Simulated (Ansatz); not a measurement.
# Cl on Zr(0001): change of the work function, part 4 of 4

How does Cl on the fcc site change the work function of Zr(0001) as the layer fills?

Ansatz 0.2.0; plane-wave DFT, PBE, Ansatz PAW.

So far, work function, upper face (eV): step 2 (the clean slab) 4.17; step 3 (37 atoms, coverage 0.111 ML, cell 3x3) 4.11; step 4 (17 atoms, coverage 0.25 ML, cell 2x2) 4.05; step 5 (18 atoms, coverage 0.5 ML, cell 2x2) 4.09.

## 6. Adsorbate added, k-mesh 12×12×1, coverage 1 ML

System of this step: Cl/Zr(0001). The cell holds 5 atoms: 4 Zr and 1 Cl. Cell: a = 3.230 Å, b = 3.230 Å, c = 27.844 Å, α = 90.0°, β = 90.0°, γ = 60.0°. Vacuum lies along c.

Another coverage, to see how the dipoles act on each other as their distance changes.

input.yaml

```yaml
crystal:
  lattice:
    - [3.23, 0.0, 0.0]
    - [1.615, 2.7972620542, 0.0]
    - [0.0, 0.0, 27.8439072714]
  atoms:
    - { symbol: Zr, position: [0.6666666667, 0.6666666667, 0.3232304975] }
    - { symbol: Zr, position: [0.0, 0.0, 0.4156275514] }
    - { symbol: Zr, position: [0.6666666667, 0.6666666667, 0.5116005758] }
    - { symbol: Zr, position: [0.0, 0.0, 0.5992195745] }
    - { symbol: Cl, position: [0.3333333333, 0.3333333333, 0.6767695025] }
kpoints:
  mp_grid: { grid: [12, 12, 1] }
hamiltonian:
  xc: pbe
scf:
  occupations: { method: fermi_dirac, width: 0.1 }
  convergence: { dr2_threshold: 1.0e-08 }
efield:
  axis: 3
  dipole_correction: true
  ramp_position: 0.97
  ramp_width: 0.06
relax:
  f_tol: 0.02
  max_steps: 60
  constraints: [{ sites: [0, 1] }]
output:
  write_potential: true
  write_density: true
  volumetric_format: npy
```

The run is started by

```sh
$ ansatz run input.yaml --threads 4 --pin off --max-ram 16384MiB --backend cpu --events-out ev --progress --plain --runs-dir out
```

Numbers of over 12 decimals in the logs are rounded to 6 here.

The log of the run:

```text
[...]
Crystal: 5 atoms, lattice volume = 251.574 Å³
Basis set: ecut = 420 eV, 5025 PW (Γ), exchange–correlation on 48×48×384 points (8 copies of the dense FFT grid, shifted against one another)
Bands: 33, of which v1, the nominal top of the filled ones, is band 28 counted from 1 (27 counted from 0)
Symmetry: 6 space group operations
[...]
--- Relaxed structure (4 steps of the walk, 4 accepted, 0 SCFs on fresh bases) ---
  F+E_penalty+E_count = -17816.37021666 eV   max|allowed force component| = 8.071e-3 eV/Å
  atoms:
    - { symbol: Zr, position: [0.666667, 0.666667, 0.323230] }
[...]
- { symbol: Zr, position: [0.666667, 0.666667, 0.509869] }
[...]
- { symbol: Cl, position: [0.333333, 0.333333, 0.667008] }
[key lines of the parts left out:]
SCF converged after 7 iterations
Free energy (F): -17816.370217 eV
Fermi energy:    3.454653 eV
Dipole field:    D = -0.001923 V/Å  (p = -0.002674 e·Å, saw-weighted, corrected)
Work function:   Φ+ = 4.2341 eV   Φ− = 4.1805 eV
```

Wall time 16 s (4 threads of Arm Neoverse V1, shared host); peak memory 0.58 GiB.

Relaxation path:

| step | energy less that of the first step (eV) | largest force component (eV/Å) |
| --- | --- | --- |
| 1 | 0.0000 | 2.5530 |
| 2 | -0.4022 | 0.6511 |
| 3 | -0.4270 | 0.0494 |
| 4 | -0.4272 | 0.0081 |

Forces are held to the 6 operations that the run works with; a distortion that breaks them can't arise in this run.

The atoms that moved most (Å):

| atom | dx | dy | dz | length |
| --- | --- | --- | --- | --- |
| Cl5 | 0.000 | 0.000 | -0.272 | 0.272 |
| Zr4 | 0.000 | 0.000 | 0.066 | 0.066 |
| Zr3 | 0.000 | 0.000 | -0.048 | 0.048 |

The relaxed structure:

```cif
data_structure
_symmetry_space_group_name_H-M 'P 1'
_symmetry_Int_Tables_number 1
_cell_length_a 3.2300
_cell_length_b 3.2300
_cell_length_c 27.8439
_cell_angle_alpha 90.000
_cell_angle_beta 90.000
_cell_angle_gamma 60.000
_cell_volume 251.57
loop_
_atom_site_label
_atom_site_type_symbol
_atom_site_fract_x
_atom_site_fract_y
_atom_site_fract_z
_atom_site_occupancy
Zr1 Zr 0.66667 0.66667 0.32323 1
Zr2 Zr 0.00000 0.00000 0.41563 1
Zr3 Zr 0.66667 0.66667 0.50987 1
Zr4 Zr 0.00000 0.00000 0.60158 1
Cl5 Cl 0.33333 0.33333 0.66701 1
```

Running mean over 2.573 Å of the planar mean; the ramp of the sawtooth is left out. Electron's electrostatic potential energy less the Fermi level against z:

```
z (Å)  electron's electrostatic potential energy less the Fermi level (eV)
    4                                                                 4.18
    5                                                                 4.15
    6                                                                 3.91
    7                                                                 2.12
    8                                                                -5.13
    9                                                                -8.45
   10                                                                -8.32
   11                                                                -8.29
   12                                                                -8.25
   13                                                                -7.99
   14                                                                -8.28
   15                                                                -8.39
   16                                                                -8.54
   17                                                                -9.90
   18                                                                -8.71
   19                                                                -2.84
   20                                                                 1.65
   21                                                                 4.12
   22                                                                 4.23
   23                                                                 4.23
   24                                                                 4.23
```

The relaxation took 4 steps and lowered the energy by 0.43 eV; the largest force on the free atoms ends at 0.0081 eV/Å.

The covered face has 4.23 eV, +0.07 eV against the clean one; the bare back face has moved by +0.00 eV, a measure of how thin the slab is.

## 7. Work function against coverage

This step: plane-wave DFT, PBE, Ansatz PAW; work function against coverage (Ansatz 0.2.0).

The runs are now put side by side.

Numbers from this step:

```yaml
work_function_of_the_clean_face: 4.165 eV
largest_change_of_the_work_function: -0.1170 eV
```

The work function of the covered face by coverage:

| coverage (adsorbates/nm²) | work function of the covered face (eV) |
| --- | --- |
| 0.00 | 4.17 |
| 1.23 | 4.11 |
| 2.77 | 4.05 |
| 5.53 | 4.09 |
| 11.07 | 4.23 |

The dipole per adsorbate comes from the change of the cell's dipole. Coverage, by row:

| coverage (1/nm²) | coverage (ML) | work function (eV) | change (eV) | dipole per adsorbate, positive end outwards (debye) | mean height of the added atoms over the highest substrate atom (Å) |
| --- | --- | --- | --- | --- | --- |
| 1.23 | 0.1111 | 4.108 | -0.05769 | 0.123 | 1.8 |
| 2.767 | 0.25 | 4.048 | -0.117 | 0.11 | 1.832 |
| 5.534 | 0.5 | 4.092 | -0.07315 | 0.034 | 1.812 |
| 11.07 | 1 | 4.234 | 0.0688 | -0.016 | 1.822 |

## 8. Results

| Item | Value |
| --- | --- |
| work function of the clean face | 4.17 eV |
| work function at 0.11 ML | 4.11 eV |
| work function at 0.25 ML | 4.05 eV |
| work function at 0.5 ML | 4.09 eV |
| work function at 1 ML | 4.23 eV |
| dipole per adsorbate at 0.11 ML, positive end outwards | 0.12 D |

What this shows: Cl changes the work function of Zr(0001) by less than 0.15 eV at every coverage run, which is within the error of so thin a slab. The slab has 4 layers, at the tabulated experimental lattice constant, one starting site was run, and quantum-size effects of a slab this thin can reach one or two tenths of an eV.

[Logs are printed without paths, hosts, clocks, repeated set-up lines and the standing remarks that a program may print on its own settings, such as how far it seeks lower states.]

[Hosts, paths, dates, database ids (printed as entryN), source tags and the programs' standing remarks are cut or masked in the printed files.]

[Maps of the electrostatic potential energy from Ansatz leave out the sawtooth potential of an applied field or a dipole correction, so their vacuum need not be flat; planar profiles and work functions include it.]
